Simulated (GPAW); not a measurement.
# Ballistic transport through a Ga chain with a P atom bridging one bond, cheap and dear

Wanted: the zero-bias transmission of a Ga chain with a P atom bridging one bond on a ladder of levels, with run times.

Main program and level: GPAW 26.7.0; GPAW LCAO, PAW setups; Landauer transmission from Green's functions with principal layers (ASE), zero bias.

This is a report of a sequence of runs, with most program output left out.

## 1. The starting structure

The cell holds 11 atoms: 10 Ga and 1 P. Cell: a = 9.000 Å, b = 9.000 Å, c = 25.700 Å, α = 90.0°, β = 90.0°, γ = 90.0°. Regions: left lead, 5 atoms (5 Ga); channel, 1 atom (1 P); right lead, 5 atoms (5 Ga). Vacuum lies along a and b. The structure is stacked along c, and the current runs across the ab planes.

As a file:

```cif
data_structure
_symmetry_space_group_name_H-M 'P 1'
_symmetry_Int_Tables_number 1
_cell_length_a 9.0000
_cell_length_b 9.0000
_cell_length_c 25.7000
_cell_angle_alpha 90.000
_cell_angle_beta 90.000
_cell_angle_gamma 90.000
_cell_volume 2081.70
loop_
_atom_site_label
_atom_site_type_symbol
_atom_site_fract_x
_atom_site_fract_y
_atom_site_fract_z
_atom_site_occupancy
Ga1 Ga 0.50000 0.50000 0.04961 1
Ga2 Ga 0.50000 0.50000 0.14883 1
Ga3 Ga 0.50000 0.50000 0.24805 1
Ga4 Ga 0.50000 0.50000 0.34728 1
Ga5 Ga 0.50000 0.50000 0.44650 1
P6 P 0.69940 0.50000 0.50000 1
Ga7 Ga 0.50000 0.50000 0.55350 1
Ga8 Ga 0.50000 0.50000 0.65272 1
Ga9 Ga 0.50000 0.50000 0.75195 1
Ga10 Ga 0.50000 0.50000 0.85117 1
Ga11 Ga 0.50000 0.50000 0.95039 1
```

## 2. GPAW, dzp

The script solves lead and junction separately, takes H and S in the orbital basis, and joins semi-infinite leads through their self-energies; the dzp basis is the working standard.

The input, run.py:

```python
import json
import numpy as np
from ase import Atoms
from ase.transport.calculators import TransportCalculator
from gpaw import GPAW, FermiDirac
from gpaw.lcao.tools import get_lcao_hamiltonian
from scipy.linalg import eigh

# The junction with lead layers at both ends, along the third cell vector
device = Atoms(
    ['Ga', 'Ga', 'Ga', 'Ga', 'Ga', 'P', 'Ga', 'Ga', 'Ga', 'Ga', 'Ga'],
    positions=[
        [4.50000, 4.50000, 1.27500],
        [4.50000, 4.50000, 3.82500],
        [4.50000, 4.50000, 6.37500],
        [4.50000, 4.50000, 8.92500],
        [4.50000, 4.50000, 11.47500],
        [6.29460, 4.50000, 12.85000],
        [4.50000, 4.50000, 14.22500],
        [4.50000, 4.50000, 16.77500],
        [4.50000, 4.50000, 19.32500],
        [4.50000, 4.50000, 21.87500],
        [4.50000, 4.50000, 24.42500]],
    cell=[[9.0, 0.0, 0.0], [0.0, 9.0, 0.0], [0.0, 0.0, 25.7]],
    pbc=True)

# One principal layer of the lead: the first 3 atoms of the device
lead = Atoms(
    ['Ga', 'Ga', 'Ga'],
    positions=[
        [4.50000, 4.50000, 1.27500],
        [4.50000, 4.50000, 3.82500],
        [4.50000, 4.50000, 6.37500]],
    cell=[[9.0, 0.0, 0.0], [0.0, 9.0, 0.0], [0.0, 0.0, 7.65]],
    pbc=True)

settings = dict(mode='lcao', basis='dzp', xc='PBE', h=0.2,
                occupations=FermiDirac(0.1), maxiter=250,
                mixer=dict(beta=0.1, nmaxold=8, weight=100.0),
                convergence=dict(density=0.0001))
energies = np.arange(-2, 2 + 1e-9, 0.05)
eta = 0.0001
n1, n2 = 1, 1
# k and -k transmit alike, so half of the mesh across the current serves
mesh = [(i, j) for i in range(n1) for j in range(n2) if (i, j) <= (-i % n1, -j % n2)]
weights = np.array([1 if (i, j) == (-i % n1, -j % n2) else 2 for i, j in mesh]) / (n1 * n2)

# [... helper functions left out ...]
fermi_lead = ground_state(lead, (1, 1, 15), 'lead.txt')
fermi_device = ground_state(device, (1, 1, 3), 'device.txt')
# [... loop over the mesh left out, but for ...]
        # Shift the lead onto the potential of the device's first layer
        shift = ((H[:, 0, 0] - H0[:, 0, 0]) / S0[0, 0]).real.mean()
# [...]
kT = 8.617333e-5 * 300
bias = [0.1, 0.2, 0.5, 1.0, 1.5, 2.0]
# [... integrals and printing left out ...]
```

Run with:

```bash
$ OMP_NUM_THREADS=1 OPENBLAS_NUM_THREADS=1 python run.py
```

The job ended after 30 s (1 thread of Arm Neoverse V2, shared host; peak memory 0.9 GiB).

This step gave:

```
conductance                                    : 0.9310 G₀
thermopower                                    : -5.119 μV/K
largest coupling past the next principal layer : 6.03e-5 eV
largest misfit of the first principal layer    : 0.05510 eV
shift that aligns the lead                     : -0.01516 eV
basis functions of the junction                : 143
basis functions of a principal layer           : 39
transmission at the Fermi level (one spin)     : 0.9393
```

One spin. Transmission, zone mean against energy, zero at the Fermi level:

energy (eV), transmission, zone mean and a bar:
```
   -2.000       0.45 ###########
   -1.800       0.37 #########
   -1.600       0.22 ######
   -1.450       0.96 #########################
   -1.400       0.48 ############
   -1.200       0.21 #####
   -1.000       0.10 ##
   -0.800       0.03 #
   -0.600       0.00 
   -0.400       0.00 
   -0.200       0.56 ##############
    0.000       0.94 ########################
    0.200       1.00 ##########################
    0.400       1.06 ###########################
    0.600       1.11 ############################
    0.800       1.15 #############################
    1.000       1.17 ##############################
    1.200       1.17 ##############################
    1.400       1.17 ##############################
    1.600       1.15 #############################
    1.800       1.12 #############################
    2.000       1.09 ############################
```

Not self-consistent under bias; the bias window is split evenly. Current through one cell, from the zero-bias transmission against bias:

```
bias (V)  current through one cell, from the zero-bias transmission (μA)
   0.100                                                            7.19
   0.200                                                            14.2
   0.500                                                            32.6
   1.000                                                            53.9
   1.500                                                            75.6
   2.000                                                            99.0
```

Transmission of the three most open eigenchannels against energy, zero at the Fermi level:

```
energy (eV)  channel 1  channel 2  channel 3
     -2.000      0.447    5.2e-11          0
     -1.800      0.368    5.1e-11          0
     -1.600      0.225    5.0e-11          0
     -1.400      0.484    4.9e-11          0
     -1.200      0.210    4.7e-11          0
     -1.000     0.0971    4.7e-11          0
     -0.800     0.0264    4.9e-11          0
     -0.600     9.2e-4    9.7e-11          0
     -0.400     3.3e-5    5.1e-10    8.7e-12
     -0.200      0.507     0.0458    0.00875
      0.000      0.719      0.181     0.0392
      0.200      0.774      0.159     0.0660
      0.400      0.850      0.138     0.0751
      0.600      0.903      0.133     0.0769
      0.800      0.933      0.135     0.0790
      1.000      0.950      0.136     0.0817
      1.200      0.961      0.129     0.0843
      1.400      0.969      0.113     0.0857
      1.600      0.974     0.0876     0.0859
      1.800      0.978     0.0847     0.0561
      2.000      0.981     0.0825     0.0234
```

Couplings past the next layer reach 6.0e-5 eV, small enough to drop; the matrix elements of the cell's first layer differ from the bulk lead's by up to 0.055 eV. That layer keeps its own values in the calculation, and only beyond it is the lead taken as perfect. The Fermi levels of lead and junction count from different zeros of potential, one for each periodic cell; with both set to zero, the small remaining shift is what aligns them. By hand: G = 0.9310 × 77.48 μS = 72.1 μS, a resistance of 13.9 kΩ; at 0.1 V a linear junction would pass 7.21 μA, and the integral over the bias window gives 7.19 μA. Mott's formula, S = -(π²/3)(k_B²T/e) d ln T/dE, has the prefactor 7.33 μV/K·eV at 300 K; T = 0.9057 at -0.05 eV and 0.9583 at 0.05 eV give a slope of 0.565 per eV and S = -4.14 μV/K, beside -5.12 μV/K from the thermal integral, which interpolates the same grid.

## 3. GPAW, szp: basis = "szp(dzp)"

The second zeta is dropped, the polarisation orbitals stay.

Changes to run.py since step 2:

```diff
@@ -36,3 +36,3 @@
 
-settings = dict(mode='lcao', basis='dzp', xc='PBE', h=0.2,
+settings = dict(mode='lcao', basis='szp(dzp)', xc='PBE', h=0.2,
                 occupations=FermiDirac(0.1), maxiter=250,
```

The job ended after 28 s (1 thread; peak memory 0.89 GiB).

Numbers from this step:

```yaml
conductance: 0.8321 G₀
largest_coupling_past_the_next_principal_layer: 5.81e-5 eV
largest_misfit_of_the_first_principal_layer: 0.05487 eV
shift_that_aligns_the_lead: -0.02089 eV
basis_functions_of_the_junction: 99
basis_functions_of_a_principal_layer: 27
transmission_at_the_fermi_level_one_spin: 0.8458
```

One spin. Table of transmission, zone mean by energy, zero at the Fermi level:

energy (eV), transmission, zone mean and a bar:
```
    -2.00       0.27 #######
    -1.90       0.20 #####
    -1.80       0.12 ###
    -1.70       0.00 
    -1.55       0.00 
    -1.45       0.00 
    -1.40       0.75 ###################
    -1.35       0.50 ############
    -1.25       0.27 #######
    -1.15       0.16 ####
    -1.05       0.08 ##
    -0.90       0.02 #
    -0.80       0.00 
    -0.70       0.00 
    -0.60       0.01 
    -0.50       0.02 #
    -0.40       0.03 #
    -0.25       0.04 #
    -0.15       0.53 #############
    -0.05       0.80 ####################
     0.00       0.85 #####################
     0.05       0.87 ######################
     0.15       0.90 #######################
     0.25       0.95 ########################
     0.40       1.02 ##########################
     0.50       1.06 ###########################
     0.60       1.10 ############################
     0.70       1.13 ############################
     0.80       1.15 #############################
     0.90       1.17 #############################
     1.05       1.19 ##############################
     1.15       1.19 ##############################
     1.25       1.20 ##############################
     1.35       1.20 ##############################
     1.45       1.19 ##############################
     1.55       1.18 ##############################
     1.70       1.17 #############################
     1.80       1.15 #############################
     1.90       1.13 ############################
     2.00       1.11 ############################
```

Not self-consistent under bias; the bias window is split evenly. The current through one cell, from the zero-bias transmission by bias:

```
bias (V)  current through one cell, from the zero-bias transmission (μA)
   0.100                                                            6.41
   0.200                                                            12.6
   0.500                                                            27.7
   1.000                                                            47.9
   1.500                                                            69.5
   2.000                                                            92.4
```

Table of transmission of the three most open eigenchannels by energy, zero at the Fermi level:

```
energy (eV)  channel 1  channel 2  channel 3
     -2.000      0.266          0          0
     -1.800      0.116          0          0
     -1.600     1.1e-7          0          0
     -1.400      0.749          0          0
     -1.200      0.208          0          0
     -1.000     0.0576          0          0
     -0.800    0.00284          0          0
     -0.600     0.0102          0          0
     -0.400     0.0317    6.0e-12    1.4e-12
     -0.200      0.246     0.0333     1.1e-4
      0.000      0.639      0.193     0.0130
      0.200      0.713      0.172     0.0398
      0.400      0.814      0.153     0.0548
      0.600      0.884      0.154     0.0617
      0.800      0.923      0.162     0.0666
      1.000      0.945      0.167     0.0705
      1.200      0.959      0.164     0.0730
      1.400      0.969      0.151     0.0738
      1.600      0.976      0.129     0.0731
      1.800      0.981     0.0979     0.0712
      2.000      0.984     0.0683     0.0602
```

The conductance, 0.832 G₀, lies 11 % below that of the dzp run.

## 4. Minimal basis

The minimal basis is the cheapest rung: no second zeta and no polarisation.

Changes to run.py since step 3:

```diff
@@ -36,3 +36,3 @@
 
-settings = dict(mode='lcao', basis='szp(dzp)', xc='PBE', h=0.2,
+settings = dict(mode='lcao', basis='sz(dzp)', xc='PBE', h=0.2,
                 occupations=FermiDirac(0.1), maxiter=250,
```

Elapsed: 20 s, on 1 thread; peak memory 0.82 GiB.

This step gave:

| Property | Result |
| --- | --- |
| conductance | 0.7805 G₀ |
| largest coupling past the next principal layer | 5.75e-5 eV |
| largest misfit of the first principal layer | 0.05656 eV |
| shift that aligns the lead | -0.02363 eV |
| basis functions of the junction | 44 |
| basis functions of a principal layer | 12 |
| transmission at the Fermi level (one spin) | 0.7972 |

The conductance, 0.780 G₀, lies 16 % below that of the dzp run.

## 5. RPBE in the dzp basis: xc = "RPBE"

Back in the dzp basis, the functional changes from PBE to RPBE, to set the spread between functionals beside that between bases.

Changes to run.py since step 4:

```diff
@@ -36,3 +36,3 @@
 
-settings = dict(mode='lcao', basis='sz(dzp)', xc='PBE', h=0.2,
+settings = dict(mode='lcao', basis='dzp', xc='RPBE', h=0.2,
                 occupations=FermiDirac(0.1), maxiter=250,
```

Wall time 32 s (1 thread); peak memory 0.9 GiB.

This step gave:

```yaml
conductance: 0.9221 G₀
thermopower: -4.741 μV/K
largest_coupling_past_the_next_principal_layer: 6.04e-5 eV
largest_misfit_of_the_first_principal_layer: 0.05395 eV
shift_that_aligns_the_lead: -0.01279 eV
basis_functions_of_the_junction: 143
basis_functions_of_a_principal_layer: 39
transmission_at_the_fermi_level_one_spin: 0.9293
```

One spin. Table of transmission, zone mean by energy, zero at the Fermi level:

```
energy (eV)  transmission, zone mean
      -2.00                    0.486
      -1.90                    0.458
      -1.80                    0.427
      -1.70                    0.394
      -1.55                    0.344
      -1.45                    0.204
      -1.35                    0.231
      -1.25                    0.190
      -1.15                    0.145
      -1.05                    0.103
      -0.90                   0.0488
      -0.80                   0.0231
      -0.70                  0.00734
      -0.60                   8.3e-4
      -0.50                   4.4e-5
      -0.40                   4.0e-5
      -0.25                    0.329
      -0.15                    0.747
      -0.05                    0.899
       0.00                    0.929
       0.05                    0.947
       0.15                    0.974
       0.25                     1.00
       0.40                     1.05
       0.50                     1.08
       0.60                     1.11
       0.70                     1.13
       0.80                     1.14
       0.90                     1.16
       1.05                     1.17
       1.15                     1.17
       1.20                     1.17
       1.25                     1.17
       1.35                     1.17
       1.45                     1.16
       1.55                     1.15
       1.70                     1.13
       1.80                     1.12
       1.90                     1.10
       2.00                     1.09
```

The conductance, 0.922 G₀, lies 1.0 % below that of the dzp run.

## 6. All levels side by side

Times are for 1 thread of Arm Neoverse V2, shared host. Results by setting:

```
no.       run  conductance (G₀)  time  memory (GiB)
  1       dzp            0.9310  30 s           0.9
  2       szp            0.8321  28 s          0.89
  3        sz            0.7805  20 s          0.82
  4  dzp RPBE            0.9221  32 s           0.9
```

## 7. Comparison

The curves are compared point by point over the common energies.

This step: comparison of transmission and cost over codes and levels (GPAW 26.7.0).

Ladder, by row:

```
    step  code  T at the Fermi level (sum over the listed spins)  conductance (G0)  r.m.s. T(E) from the first  wall time (s)  peak memory (GiB)  threads
     dzp  GPAW                                            0.9393             0.931                           0          30.28                0.9        1
     szp  GPAW                                            0.8458            0.8321                      0.1517          27.74               0.89        1
      sz  GPAW                                            0.7972            0.7805                      0.1739          19.74               0.82        1
dzp-RPBE  GPAW                                            0.9293            0.9221                       0.104          32.33                0.9        1
```

Table of transmission, zone mean, sum over the listed spins by energy, zero at the Fermi level:

```
energy (eV)      dzp     szp       sz  dzp-RPBE
      -2.00    0.447   0.266    0.200     0.486
      -1.85    0.390   0.162   0.0988     0.443
      -1.70    0.312  4.6e-7   8.6e-8     0.394
      -1.50   2.6e-6  6.8e-6    0.965     0.344
      -1.45    0.960  2.0e-4    0.538     0.204
      -1.35    0.357   0.497    0.266     0.231
      -1.20    0.210   0.208    0.115     0.167
      -1.05    0.121  0.0843   0.0390     0.103
      -0.90   0.0562  0.0207  0.00446    0.0488
      -0.70  0.00840  8.7e-4  0.00812   0.00734
      -0.55   4.0e-5  0.0170   0.0337    5.4e-5
      -0.40   3.3e-5  0.0317   0.0548    4.0e-5
      -0.25    0.287  0.0394   0.0383     0.329
      -0.10    0.844   0.701    0.620     0.843
       0.00    0.939   0.846    0.797     0.929
       0.10    0.972   0.887    0.848     0.961
       0.25     1.01   0.948    0.917      1.00
       0.40     1.06    1.02     1.00      1.05
       0.55     1.10    1.08     1.07      1.10
       0.70     1.13    1.13     1.12      1.13
       0.90     1.16    1.17     1.17      1.16
       1.05     1.17    1.19     1.18      1.17
       1.20     1.17    1.20     1.19      1.17
       1.35     1.17    1.20     1.19      1.17
       1.50     1.16    1.19     1.18      1.16
       1.70     1.13    1.17     1.16      1.13
       1.85     1.11    1.14     1.13      1.11
       2.00     1.09    1.11     1.10      1.09
```

(Part 1 of 2 ends here.)

[Logs are printed without paths, hosts, clocks, repeated set-up lines and the standing remarks that a program may print on its own settings, such as how far it seeks lower states.]

[Hosts, paths, dates, database ids (printed as entryN), source tags and the programs' standing remarks are cut or masked in the printed files.]
